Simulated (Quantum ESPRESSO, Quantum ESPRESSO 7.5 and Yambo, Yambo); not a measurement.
# Quasiparticle gap of ZrSe3 (P2_1/m) in Yambo

Aim: the G0W0 gap of ZrSe3 (P2_1/m) on PBEsol, step by step.

Main program and level: Quantum ESPRESSO 7.5 and Yambo 5.3.0; PBEsol and many-body steps on it, plane waves.

### Step 1. The starting structure

The structure is monoclinic, space group P2_1/m (No. 11). The conventional cell has a = 5.411 Å, b = 3.749 Å, c = 9.444 Å, α = 90.00°, β = 97.48°, γ = 90.00°. Nearest to Zr lie 8 Se at 2.72 to 2.87 Å. Nearest to Se lie 4 Zr at 2.72 to 2.87 Å. Nearest to Se lie 1 Se at 2.34 Å and 2 Zr at 2.73 Å. Nearest to Se lie 1 Se at 2.34 Å and 2 Zr at 2.74 Å. Farther neighbours and most contacts between anions are not listed.

Coordinates:

```cif
data_structure
_symmetry_space_group_name_H-M 'P 1'
_symmetry_Int_Tables_number 1
_cell_length_a 5.4109
_cell_length_b 3.7488
_cell_length_c 9.4440
_cell_angle_alpha 90.000
_cell_angle_beta 97.480
_cell_angle_gamma 90.000
_cell_volume 189.94
loop_
_atom_site_label
_atom_site_type_symbol
_atom_site_fract_x
_atom_site_fract_y
_atom_site_fract_z
_atom_site_occupancy
Zr1 Zr 0.28500 0.25000 0.65600 1
Zr2 Zr 0.71500 0.75000 0.34400 1
Se3 Se 0.76200 0.25000 0.55400 1
Se4 Se 0.23800 0.75000 0.44600 1
Se5 Se 0.45600 0.25000 0.17400 1
Se6 Se 0.54400 0.75000 0.82600 1
Se7 Se 0.88800 0.25000 0.16900 1
Se8 Se 0.11200 0.75000 0.83100 1
```

The cell and positions come from the Crystallography Open Database and are kept as given unless a step says otherwise.

### Step 2. Ground state

This step: Quantum ESPRESSO 7.5; DFT, PBEsol, plane waves, norm-conserving pseudopotentials.

The ground-state density comes first.

Contents of pw.in:

```
&control
  calculation = 'scf'
  prefix = 'x'
  outdir = 'o'
  pseudo_dir = 'pseudo'
/
&system
  ibrav = 0
  nat = 8
  ntyp = 2
  ecutwfc = 104.0
  nbnd = 92
  force_symmorphic = .true.
/
&electrons
  conv_thr = 1e-10
  electron_maxstep = 80
  mixing_beta = 0.5
/
ATOMIC_SPECIES
  Zr 91.224 Zr.upf
  Se 78.971 Se.upf
CELL_PARAMETERS angstrom
  5.4109000000 -0.0000000000 -0.0000000000
  -0.0000000000 3.7488000000 0.0000000000
  -1.2294209091 0.0000000000 9.3636349901
ATOMIC_POSITIONS crystal
  Zr 0.2850000000 0.2500000000 0.6560000000
  Zr 0.7150000000 0.7500000000 0.3440000000
  Se 0.7620000000 0.2500000000 0.5540000000
  Se 0.2380000000 0.7500000000 0.4460000000
  Se 0.4560000000 0.2500000000 0.1740000000
  Se 0.5440000000 0.7500000000 0.8260000000
  Se 0.8880000000 0.2500000000 0.1690000000
  Se 0.1120000000 0.7500000000 0.8310000000
K_POINTS automatic
  4 6 2 0 0 0
```

Run with:

```bash
> OMP_NUM_THREADS=1 mpirun -n 16 pw.x -nk 8 -in pw.in > pw.out
```

Output:

```text
Program PWSCF v.7.5 starts

     This program is part of the open-source Quantum ESPRESSO suite
     for quantum simulation of materials; please cite
         "P. Giannozzi et al., J. Phys.:Condens. Matter 21 395502 (2009);
         "P. Giannozzi et al., J. Phys.:Condens. Matter 29 465901 (2017);
         "P. Giannozzi et al., J. Chem. Phys. 152 154105 (2020);
     in publications or presentations arising from this work. More details at
     Message from routine setup:
     using ibrav=0 with symmetry is DISCOURAGED, use correct ibrav instead

     bravais-lattice index     =            0
     lattice parameter (alat)  =      10.2251  a.u.
     unit-cell volume          =    1281.7486 (a.u.)^3
     number of atoms/cell      =            8
     number of atomic types    =            2
     number of electrons       =       168.00
     number of Kohn-Sham states=           92
     kinetic-energy cutoff     =     104.0000  Ry
     charge density cutoff     =     416.0000  Ry
     scf convergence threshold =      1.0E-10
     mixing beta               =       0.5000
     number of iterations used =            8  plain     mixing
     Exchange-correlation= PBESOL
                           (   1   4  10   8   0   0   0)

     celldm(1)=  10.225119  celldm(2)=   0.000000  celldm(3)=   0.000000
     celldm(4)=   0.000000  celldm(5)=   0.000000  celldm(6)=   0.000000

     crystal axes: (cart. coord. in units of alat)
               a(1) = (   1.000000  -0.000000  -0.000000 )
               a(2) = (  -0.000000   0.692824   0.000000 )
               a(3) = (  -0.227212   0.000000   1.730513 )

     reciprocal axes: (cart. coord. in units 2 pi/alat)
               b(1) = (  1.000000  0.000000  0.131297 )
               b(2) = (  0.000000  1.443369  0.000000 )
               b(3) = (  0.000000  0.000000  0.577863 )
     Pseudo is Norm-conserving + core correction, Zval = 12.0
     Generated using ONCVPSP code by D. R. Hamann
     Using radial grid of 1604 points,  6 beta functions with:
     Pseudo is Norm-conserving + core correction, Zval = 24.0
     Generated using ONCVPSP code by D. R. Hamann
     Using radial grid of 1198 points,  6 beta functions with:
     Zr               12.00    91.22400     Zr( 1.00)
     Se               24.00    78.97100     Se( 1.00)

      2 Sym. Ops., with inversion, found

   Cartesian axes

     site n.     atom                  positions (alat units)
         1        Zr     tau(   1) = (   0.1359490   0.1732059   1.1352168  )
         2        Zr     tau(   2) = (   0.6368391   0.5196178   0.5952966  )
         3        Se     tau(   3) = (   0.6361246   0.1732059   0.9587044  )
         4        Se     tau(   4) = (   0.1366635   0.5196178   0.7718090  )
         5        Se     tau(   5) = (   0.4164651   0.1732059   0.3011093  )
         6        Se     tau(   6) = (   0.3563230   0.5196178   1.4294041  )
         7        Se     tau(   7) = (   0.8496012   0.1732059   0.2924568  )
         8        Se     tau(   8) = (  -0.0768131   0.5196178   1.4380566  )

     number of k points=    28
                       cart. coord. in units 2pi/alat
        k(    1) = (   0.0000000   0.0000000   0.0000000), wk =   0.0416667
        k(    2) = (   0.0000000   0.0000000  -0.2889316), wk =   0.0416667
        k(    3) = (   0.0000000   0.2405614   0.0000000), wk =   0.0833333
        k(    4) = (   0.0000000   0.2405614  -0.2889316), wk =   0.0833333
        k(    5) = (   0.0000000   0.4811228   0.0000000), wk =   0.0833333
        k(    6) = (   0.0000000   0.4811228  -0.2889316), wk =   0.0833333
        k(    7) = (   0.0000000  -0.7216843   0.0000000), wk =   0.0416667
        k(    8) = (   0.0000000  -0.7216843  -0.2889316), wk =   0.0416667
        k(    9) = (   0.2500000   0.0000000   0.0328243), wk =   0.0833333
        k(   10) = (   0.2500000   0.0000000  -0.2561072), wk =   0.0833333
     [... 16 further rows ...]
        k(   27) = (  -0.2500000   0.4811228  -0.0328243), wk =   0.0833333
        k(   28) = (  -0.2500000   0.4811228   0.2561072), wk =   0.0833333

     Dense  grid:   183623 G-vectors     FFT dimensions: (  72,  45, 120)

     Initial potential from superposition of free atoms

     starting charge     167.9953, renormalised to     168.0000
     Starting wfcs are   98 randomized atomic wfcs

     per-process dynamical memory:   148.6 Mb

     Self-consistent Calculation

     iteration #  1     ecut=   104.00 Ry     beta= 0.50

     Threshold (ethr) on eigenvalues was too large:
     Diagonalizing with lowered threshold

     total energy              =   -4260.05171152 Ry
     estimated scf accuracy    <       0.27085602 Ry

     iteration #  2     ecut=   104.00 Ry     beta= 0.50

     total energy              =   -4260.04166651 Ry
     estimated scf accuracy    <       0.47662687 Ry

     iteration #  3     ecut=   104.00 Ry     beta= 0.50

     total energy              =   -4260.12559864 Ry
     estimated scf accuracy    <       0.05139890 Ry

     iteration #  4     ecut=   104.00 Ry     beta= 0.50

     total energy              =   -4260.13216192 Ry
     estimated scf accuracy    <       0.00527032 Ry

     iteration #  5     ecut=   104.00 Ry     beta= 0.50

     total energy              =   -4260.13293064 Ry
     estimated scf accuracy    <       0.00031979 Ry

     iteration #  6     ecut=   104.00 Ry     beta= 0.50

     total energy              =   -4260.13297149 Ry
     estimated scf accuracy    <       0.00003070 Ry

     iteration #  7     ecut=   104.00 Ry     beta= 0.50

     total energy              =   -4260.13297606 Ry
     estimated scf accuracy    <       0.00000197 Ry

     iteration #  8     ecut=   104.00 Ry     beta= 0.50

     total energy              =   -4260.13297637 Ry
     estimated scf accuracy    <       0.00000029 Ry

     iteration #  9     ecut=   104.00 Ry     beta= 0.50

     total energy              =   -4260.13297643 Ry
     estimated scf accuracy    <       0.00000004 Ry

     iteration # 10     ecut=   104.00 Ry     beta= 0.50

     total energy              =   -4260.13297643 Ry
     estimated scf accuracy    <          6.4E-09 Ry

     iteration # 11     ecut=   104.00 Ry     beta= 0.50

     total energy              =   -4260.13297644 Ry
     estimated scf accuracy    <          1.3E-09 Ry

     iteration # 12     ecut=   104.00 Ry     beta= 0.50

     End of self-consistent calculation

          k = 0.0000 0.0000 0.0000 ( 22959 PWs)   bands (ev):

  -197.1565-197.1565-197.1420-197.1420-196.3596-196.3596-136.9919-136.9919
  -136.9784-136.9784-136.7591-136.7591-136.7526-136.7526-136.7431-136.7431
  -136.7368-136.7368-136.0461-136.0461-136.0392-136.0392-136.0249-136.0249
   -38.4723 -38.4717 -37.4172 -37.4172 -37.3246 -37.3246 -37.3118 -37.3118
   -37.3064 -37.3063 -37.2790 -37.2790 -37.2707 -37.2707 -37.0860 -37.0858
   -37.0826 -37.0826 -37.0679 -37.0678 -37.0649 -37.0648 -36.4466 -36.4451
   -36.4433 -36.4431 -36.4295 -36.4287 -36.4282 -36.4265 -36.4198 -36.4194
   -16.6357 -16.6070 -16.5265 -16.5199 -16.4585 -16.4404  -4.4153  -4.0883
    -2.4080  -1.3773  -0.5626  -0.5406   4.5168   4.8776   5.8356   5.9862
     6.1655   7.3504   7.5153   7.9998   8.5120   9.4022   9.6622   9.8077
     9.8205   9.9269  10.3966  10.5071  11.1681  11.5509  13.1795  13.3778
    13.5624  13.6668  14.0145  14.0699

          k = 0.0000 0.0000-0.2889 ( 23008 PWs)   bands (ev):

  -197.1565-197.1565-197.1420-197.1420-196.3596-196.3596-136.9919-136.9919
  -136.9784-136.9784-136.7591-136.7591-136.7526-136.7526-136.7431-136.7431
  -136.7368-136.7368-136.0461-136.0461-136.0392-136.0392-136.0249-136.0249
   -38.4723 -38.4717 -37.4172 -37.4172 -37.3246 -37.3246 -37.3118 -37.3118
   -37.3064 -37.3063 -37.2790 -37.2790 -37.2707 -37.2707 -37.0860 -37.0858
[...]
13.5825  13.6817  13.8921  14.0385

          k = 0.0000 0.2406 0.0000 ( 22977 PWs)   bands (ev):

  -197.1565-197.1565-197.1420-197.1420-196.3596-196.3596-136.9919-136.9919
  -136.9784-136.9784-136.7591-136.7591-136.7526-136.7526-136.7431-136.7431
  -136.7368-136.7368-136.0461-136.0461-136.0392-136.0392-136.0249-136.0249
[...]
-36.4433 -36.4432 -36.4293 -36.4285 -36.4280 -36.4266 -36.4196 -36.4193
   -16.6244 -16.6028 -16.5646 -16.5627 -16.4527 -16.4370  -4.2927  -4.0262
    -2.3316  -1.3674  -0.5069  -0.4878   4.6677   4.8369   5.9580   6.1228
     6.2041   7.0365   7.3921   7.8580   7.9148   9.1147   9.3508   9.4040
     9.4906   9.6469   9.6471   9.9554  11.8204  12.1506  13.3036  13.4275
    13.4714  13.6249  13.8086  13.8945

          k = 0.0000 0.2406-0.2889 ( 22960 PWs)   bands (ev):

     [... further k-points ...]

     highest occupied, lowest unoccupied level (ev):    10.5071   10.8283

!    total energy              =   -4260.13297644 Ry
     estimated scf accuracy    <          4.9E-11 Ry

     The total energy is the sum of the following terms:
     one-electron contribution =   -3765.49584728 Ry
     hartree contribution      =    1746.79978505 Ry
     xc contribution           =    -382.63172126 Ry
     ewald contribution        =   -1858.80519295 Ry

     convergence has been achieved in  12 iterations

     XML data file, charge density, pseudopotentials, collected wavefunctions

=------------------------------------------------------------------------------=
   JOB DONE.
=------------------------------------------------------------------------------=
```

Wall time 2.2 min (16 MPI ranks of Arm Neoverse V1, shared host); peak memory 4.2 GiB.

This step gave:

```
total energy               : -57962.0619 eV
gap                        : 0.3212 eV
k of the valence top       : 0, 0, 0
k of the conduction bottom : -0.5, 0.1667, 0
least direct gap           : 0.6027 eV
```

The gap is indirect, with the least direct gap 0.28 eV higher.

(Continued in part 2 of 3.)

[Paths, hosts, dates, memory and timing lines, banners, echoed tables and standing remarks are left out of the program output.]

[Logs are printed without paths, hosts, clocks, repeated set-up lines and the standing remarks that a program may print on its own settings, such as how far it seeks lower states.]

[Runs of the session that timed out or met a known fault of the program may be left out.]

[Hosts, paths, dates, database ids (printed as entryN), source tags and the programs' standing remarks are cut or masked in the printed files.]
